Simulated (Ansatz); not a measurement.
# From LDA to G0W0: BaThO3 (Pm-3m)

Wanted: the gap of BaThO3 (Pm-3m) with a many-body correction, and the time that it takes.

Program: Ansatz 0.2.0. Level of theory: LDA, then G0W0 on it, plane waves, PAW. Results are calculated unless marked as measured.

Report form: the programs' logs are mostly left out.

The database entry behind the starting cell is an old determination (1934), so it need not match the best structure at ambient conditions.

In doubt: masses and optical values from hybrid runs of this build are listed as unsure (in some of the runs), which bears on the screening that GW takes from such a start.

## 1. The starting structure

It takes space group Pm-3m (No. 221, cubic). The conventional cell has a = 4.480 Å, b = 4.480 Å, c = 4.480 Å, α = 90.00°, β = 90.00°, γ = 90.00°. Nearest to Ba lie 12 O at 3.17 Å. Nearest to Th lie 6 O at 2.24 Å. Nearest to O lie 2 Th at 2.24 Å and 4 Ba at 3.17 Å. Farther neighbours and most contacts between anions are not listed.

The cell and positions come from the Crystallography Open Database and are kept as given unless a step says otherwise. Spin-orbit coupling is left out unless a step names it. The default PAW set here is soft_2. Its files were made with PBE.

## 2. The LDA band structure

Levels along a band path and on the mesh show where this functional puts the band edges.

This step: DFT, LDA, plane waves, PAW.

Input file input.yaml:

```yaml
crystal:
  lattice:
    - [4.48, 0.0, 0.0]
    - [0.0, 4.48, 0.0]
    - [0.0, 0.0, 4.48]
  atoms:
    - { symbol: Ba, position: [0.0, 0.0, 0.0] }
    - { symbol: Th, position: [0.5, 0.5, 0.5] }
    - { symbol: O, position: [0.5, 0.5, 0.0] }
    - { symbol: O, position: [0.0, 0.5, 0.5] }
    - { symbol: O, position: [0.5, 0.0, 0.5] }
kpoints:
  mp_grid: { grid: [6, 6, 6] }
  band_path:
    path:
      - [[0.0, 0.0, 0.0], [0.0, 0.5, 0.0], [0.5, 0.5, 0.0], [0.0, 0.0, 0.0], [0.5, 0.5, 0.5], [0.0, 0.5, 0.0]]
      - [[0.5, 0.5, 0.5], [0.5, 0.5, 0.0]]
    npoints: 10
hamiltonian:
  xc: lda
scf:
  occupations: { method: fermi_dirac, width: 0.02 }
  n_extra_bands: 5
output:
  eigenvalues: true
```

On the command line:

```bash
> ansatz run input.yaml --threads 16 --pin off --max-ram 82944MiB --backend cuda --events-out ev --progress --plain --runs-dir out --devices 1 --max-vram 78GiB
```

Wall time 1.3 s (1 × NVIDIA GB200 (shared by 2 runs) with 16 threads of Arm Neoverse V2, shared host); peak memory 1 GiB.

Numbers from this step:

```
filled bands         : 20
gap                  : 2.884 eV
valence top at       : Γ
conduction bottom at : Γ
least direct gap     : 2.884 eV
```

Over mesh and path the gap is 2.884 eV, direct, at k = Γ.

The electronic bands at the labelled points (eV, zero at the top of the highest nominally filled band):

| point | band 17 | band 18 | band 19 | band 20 | band 21 | band 22 | band 23 | band 24 |
| --- | --- | --- | --- | --- | --- | --- | --- | --- |
| Γ | -2.14 | 0.00 | 0.00 | 0.00 | 2.88 | 2.88 | 2.99 | 3.38 |
| halfway | -2.30 | -1.46 | -0.12 | -0.12 | 3.55 | 3.58 | 3.65 | 4.21 |
| X | -2.51 | -2.50 | -0.22 | -0.22 | 4.24 | 4.30 | 4.36 | 4.60 |
| halfway | -2.37 | -1.72 | -1.52 | -0.30 | 4.59 | 4.70 | 4.74 | 4.96 |
| M | -2.08 | -2.08 | -1.22 | -0.36 | 4.31 | 5.05 | 5.42 | 5.42 |
| halfway | -2.01 | -1.57 | -1.36 | -0.23 | 3.75 | 4.28 | 4.35 | 4.45 |
| Γ | -2.14 | 0.00 | 0.00 | 0.00 | 2.88 | 2.88 | 2.99 | 3.38 |
| halfway | -1.74 | -1.55 | -1.50 | -1.50 | 4.04 | 4.04 | 4.21 | 5.22 |
| R | -3.00 | -1.17 | -1.17 | -1.17 | 3.76 | 3.76 | 3.76 | 4.79 |
| halfway | -1.70 | -1.69 | -1.59 | -1.56 | 4.27 | 4.55 | 4.71 | 5.07 |
| X | -2.51 | -2.50 | -0.22 | -0.22 | 4.24 | 4.30 | 4.36 | 4.60 |
| jump to R | -3.00 | -1.17 | -1.17 | -1.17 | 3.76 | 3.76 | 3.76 | 4.79 |
| halfway | -1.85 | -1.59 | -1.59 | -1.19 | 4.18 | 4.44 | 4.44 | 5.11 |
| M | -2.08 | -2.08 | -1.22 | -0.36 | 4.31 | 5.05 | 5.42 | 5.42 |

## 3. The quasiparticle correction

G0W0 replaces the xc potential by a self-energy built once from the orbitals of the start. Levels are corrected in the window of bands that the input names, at points of the mesh.

This step: G0W0 on LDA, plane waves, PAW.

Input file input.yaml:

```yaml
crystal:
  lattice:
    - [4.48, 0.0, 0.0]
    - [0.0, 4.48, 0.0]
    - [0.0, 0.0, 4.48]
  atoms:
    - { symbol: Ba, position: [0.0, 0.0, 0.0] }
    - { symbol: Th, position: [0.5, 0.5, 0.5] }
    - { symbol: O, position: [0.5, 0.5, 0.0] }
    - { symbol: O, position: [0.0, 0.5, 0.5] }
    - { symbol: O, position: [0.5, 0.0, 0.5] }
kpoints:
  mp_grid: { grid: [6, 6, 6] }
hamiltonian:
  xc: lda
  pseudopotentials: { kind: paw, source: ansatz }
scf:
  occupations: { method: fixed }
gw:
  n_empty_bands: 2147
  ecut_chi: 480
  qp_bands: [v2, c2]
  qp_kpoints: band_edges
  screening: { model: contour_deformation }
```

The job ended after 5.3 min (1 × NVIDIA GB200 (shared by 2 runs) with 16 threads; peak memory 19 GiB).

This step gave:

```
bands summed                                    : 2167
RPA ε∞ on this mesh (eigenvalues)               : 4.229, 4.229, 4.229
plane waves in the screening matrix             : 2109
q-points in the mesh                            : 216
G0W0 gap over the corrected points              : 4.629 eV
k of the valence top                            : 0, 0, 0
k of the conduction bottom                      : 0, 0, 0
starting gap on the mesh                        : 2.862 eV
Z at the valence top                            : 0.7632
Z at the conduction bottom                      : 0.8347
least direct G0W0 gap over the corrected points : 4.629 eV
```

Over 13 of 20 irreducible mesh points the G0W0 gap is 4.629 eV, direct, at k = Γ. The LDA gap of this run on the mesh is 2.862 eV. The two states that bound the G0W0 gap lie that far apart at the start, so the correction of the gap is 4.629 − 2.862 = +1.767 eV. The start of this run differs from the step before in files (soft_2 PAW and hard PAW) and plane-wave cutoff (420 eV and 930 eV).

Labels follow the order of the start: v1 is the top filled band, c1 the lowest empty one; levels that stay degenerate share a row, the window can cut a multiplet, doubted levels are not marked in this list, bands outside the window were not corrected, and the list may be a part of the corrected levels. Levels before and after the correction, in eV, zero at the valence-band top of each column:

|  | conduction bottom | valence top |
| --- | --- | --- |
| Kohn-Sham | 2.86 | 0.00 |
| G0W0 | 4.63 | 0.00 |

|  | level | occupation | energy (eV) |
| --- | --- | --- | --- |
| Kohn-Sham | Γ v2-v1 | 2 | 0.000 |
| Kohn-Sham | Γ c1-c2 | 0 | 2.862 |
| G0W0 | Γ v2-v1 | 2 | 0.000 |
| G0W0 | Γ c1-c2 | 0 | 4.629 |

The parts of the quasiparticle energy for the two states that bound the G0W0 gap, in eV on the run's own scale (QP = start + Σx + Σc − Vxc, with Σc at the quasiparticle energy):

| edge | k | band | start | Σx | Σc | Vxc | Z | QP |
| --- | --- | --- | --- | --- | --- | --- | --- | --- |
| valence top | Γ | 19 | 10.021 | −26.845 | 3.170 | −22.701 | 0.763 | 9.047 |
| conduction bottom | Γ | 21 | 12.884 | −5.669 | −4.221 | −10.682 | 0.835 | 13.676 |

## 4. Spin-orbit coupling in LDA

This run has two-component orbitals with spin-orbit coupling.

This step: DFT, LDA with spin-orbit coupling, plane waves, PAW.

Input file input.yaml:

```yaml
crystal:
  lattice:
    - [4.48, 0.0, 0.0]
    - [0.0, 4.48, 0.0]
    - [0.0, 0.0, 4.48]
  atoms:
    - { symbol: Ba, position: [0.0, 0.0, 0.0] }
    - { symbol: Th, position: [0.5, 0.5, 0.5] }
    - { symbol: O, position: [0.5, 0.5, 0.0] }
    - { symbol: O, position: [0.0, 0.5, 0.5] }
    - { symbol: O, position: [0.5, 0.0, 0.5] }
kpoints:
  mp_grid: { grid: [6, 6, 6] }
  band_path:
    path: [[0.0, 0.0, 0.0], [0.0, 0.5, 0.0], [0.5, 0.5, 0.0], [0.5, 0.5, 0.5]]
    npoints: 1
hamiltonian:
  xc: lda
scf:
  occupations: { method: fixed }
  n_extra_bands: 10
magnetization:
  noncollinear: true
  spin_orbit: true
output:
  eigenvalues: true
```

Run time: 2 s. Hardware: 1 × NVIDIA GB200 (shared by 2 runs) with 16 threads; peak memory 1.1 GiB; 5.9 s of CPU time.

This step gave:

| Property | Result |
| --- | --- |
| gap | 2.287 eV |
| valence top at | Γ |
| conduction bottom at | Γ |
| least direct gap | 2.287 eV |

Over mesh and listed points the gap is 2.287 eV, direct, at k = Γ. LDA+SOC against LDA: 2.287 − 2.884 = −0.597 eV, with the same mesh, set of files (read in its fully relativistic form for the spin-orbit run) and cutoff, and both edges at the same k points. The spin-orbit run sees mesh and listed points alone, so its gap is an upper bound: the coupling can move an edge off these points, and the change over the zone, its sign included where it is small, is not known.

## 5. The runs together

Each gap is the least one over the points named; times are wall times on shared hosts, not benchmarks. A G0W0 time includes the run's own self-consistent start. Runs with listed points see these and the mesh alone, so an edge that moves elsewhere is missed. Rows marked * are further runs, not shown as steps, whose inputs differ from the G0W0 step on the same start in the columns given; solver thresholds can differ too.

| level | mesh | files, cutoff | bands summed, screening | points | gap (eV) | valence top | conduction bottom | least direct gap (eV) | time |
| --- | --- | --- | --- | --- | --- | --- | --- | --- | --- |
| LDA | 6×6×6 | soft_2 PAW, 420 eV | - | mesh and path | 2.884 | Γ | Γ | 2.884 | 1.3 s |
| LDA+SOC | 6×6×6 | soft_2 PAW, 420 eV | - | mesh and listed points | 2.287 | Γ | Γ | 2.287 | 2 s |
| G0W0@LDA* | 6×6×6 | hard PAW, 930 eV | 322, 130 eV | 13 of 20 irreducible mesh points | 4.123 | Γ | Γ | 4.123 | 12 s |
| G0W0@LDA* | 6×6×6 | hard PAW, 930 eV | 641, 210 eV | 13 of 20 irreducible mesh points | 4.354 | Γ | Γ | 4.354 | 26 s |
| G0W0@LDA* | 6×6×6 | hard PAW, 930 eV | 1243, 330 eV | 13 of 20 irreducible mesh points | 4.532 | Γ | Γ | 4.532 | 83 s |
| G0W0@LDA | 6×6×6 | hard PAW, 930 eV | 2167, 480 eV | 13 of 20 irreducible mesh points | 4.629 | Γ | Γ | 4.629 | 5.3 min |
| G0W0@LDA* | 8×8×8 | hard PAW, 930 eV | 322, 130 eV | 19 of 35 irreducible mesh points | 4.124 | Γ | Γ | 4.124 | 44 s |

## 6. What came out

| Quantity | Value |
| --- | --- |
| LDA gap over mesh and path | 2.884 eV, direct, at k = Γ |
| G0W0@LDA gap over 13 of 20 irreducible mesh points | 4.629 eV, direct, at k = Γ |
| LDA+SOC gap over mesh and listed points | 2.287 eV |
| GW settings | 6×6×6 mesh, 2147 empty bands, screening to 480 eV, hard PAW files |
| known limits | finite bands, screening cutoff and k mesh; no spin-orbit coupling in G0W0 |

Over 13 of 20 irreducible mesh points the G0W0 gap is 4.629 eV, direct, at k = Γ. The LDA gap of this run on the mesh is 2.862 eV. The two states that bound the G0W0 gap lie that far apart at the start, so the correction of the gap is 4.629 − 2.862 = +1.767 eV. The valence state moves by 9.047 − 10.021 = −0.974 eV and the conduction state by 13.676 − 12.884 = +0.792 eV, on the run's own scale; with 322 bands the edge states move by −0.338 and +0.923 eV, so the split between the edges depends on the bands and cutoff. Both edges that LDA shows over mesh and path lie at k points where levels were corrected. Levels at other points were not corrected, so a lower G0W0 gap elsewhere in the zone is not ruled out. From 322 bands and 130 eV to 2167 bands and 480 eV the gap moves by 4.629 − 4.123 = +0.506 eV (rung by rung 4.123, 4.354, 4.532, 4.629 eV); bands and screening cutoff rise together, so their parts are not told apart. A line in one over the bands through the two highest rungs gives 4.629 + (4.629 − 4.532) × 1243 / (2167 − 1243) = 4.759 eV, and through the pair below 4.532 + (4.532 − 4.354) × 641 / (1243 − 641) = 4.722 eV. The two differ by 0.037 eV, not under the 0.030 eV asked, so the law does not hold well over these rungs and the limit is not known. With the 8×8×8 mesh in place of the 6×6×6 mesh and all else as in the G0W0@LDA row with 322 bands, the gap differs by 4.124 − 4.123 = +0.001 eV, and that of the start by 2.862 − 2.862 = +0.000 eV. G0W0 on other starts in this series, not shown as steps and not all at these settings: 4.937 eV on HSE06 (6×6×6, hard PAW, 641 bands, 210 eV) and 5.153 eV on PBE0 (6×6×6, hard PAW, 641 bands, 210 eV). LDA+SOC against LDA: 2.287 − 2.884 = −0.597 eV, with the same mesh, set of files (read in its fully relativistic form for the spin-orbit run) and cutoff, and both edges at the same k points. The spin-orbit run sees mesh and listed points alone, so its gap is an upper bound: the coupling can move an edge off these points, and the change over the zone, its sign included where it is small, is not known. What spin-orbit coupling does to the G0W0 levels was not computed, so no sum with the G0W0 gap is formed. The G0W0 runs are scalar-relativistic. The cell holds Th; where the f levels lie against the gap was not analysed here. This is the ideal cubic cell; tilts or off-centring, which many perovskites show locally, are not in it. G0W0 is shown with one set of atomic data (hard PAW), so the error from the files is not known here.

[Paths, hosts, dates, memory and timing lines, banners, echoed tables and standing remarks are left out of the program output.]

[Logs are printed without paths, hosts, clocks, repeated set-up lines and the standing remarks that a program may print on its own settings, such as how far it seeks lower states.]

[Runs of the session that timed out or met a known fault of the program may be left out.]

[Cells called generated may have been cut or substituted from an entry of the Crystallography Open Database or the Materials Project.]

[Hosts, paths, dates, database ids (printed as entryN), source tags and the programs' standing remarks are cut or masked in the printed files.]

[Where an RPA ε∞ is given, it is that of the G0W0 mesh and is not shown converged in it. Names of k-points follow the symmetry that the program found, which can be lower than the space group named. Band edges on a path are those of the sampled points; other points can move an edge, and change direct to indirect where valleys lie close.]

[Hybrid gaps are those of their k-mesh and are not shown converged in it.]
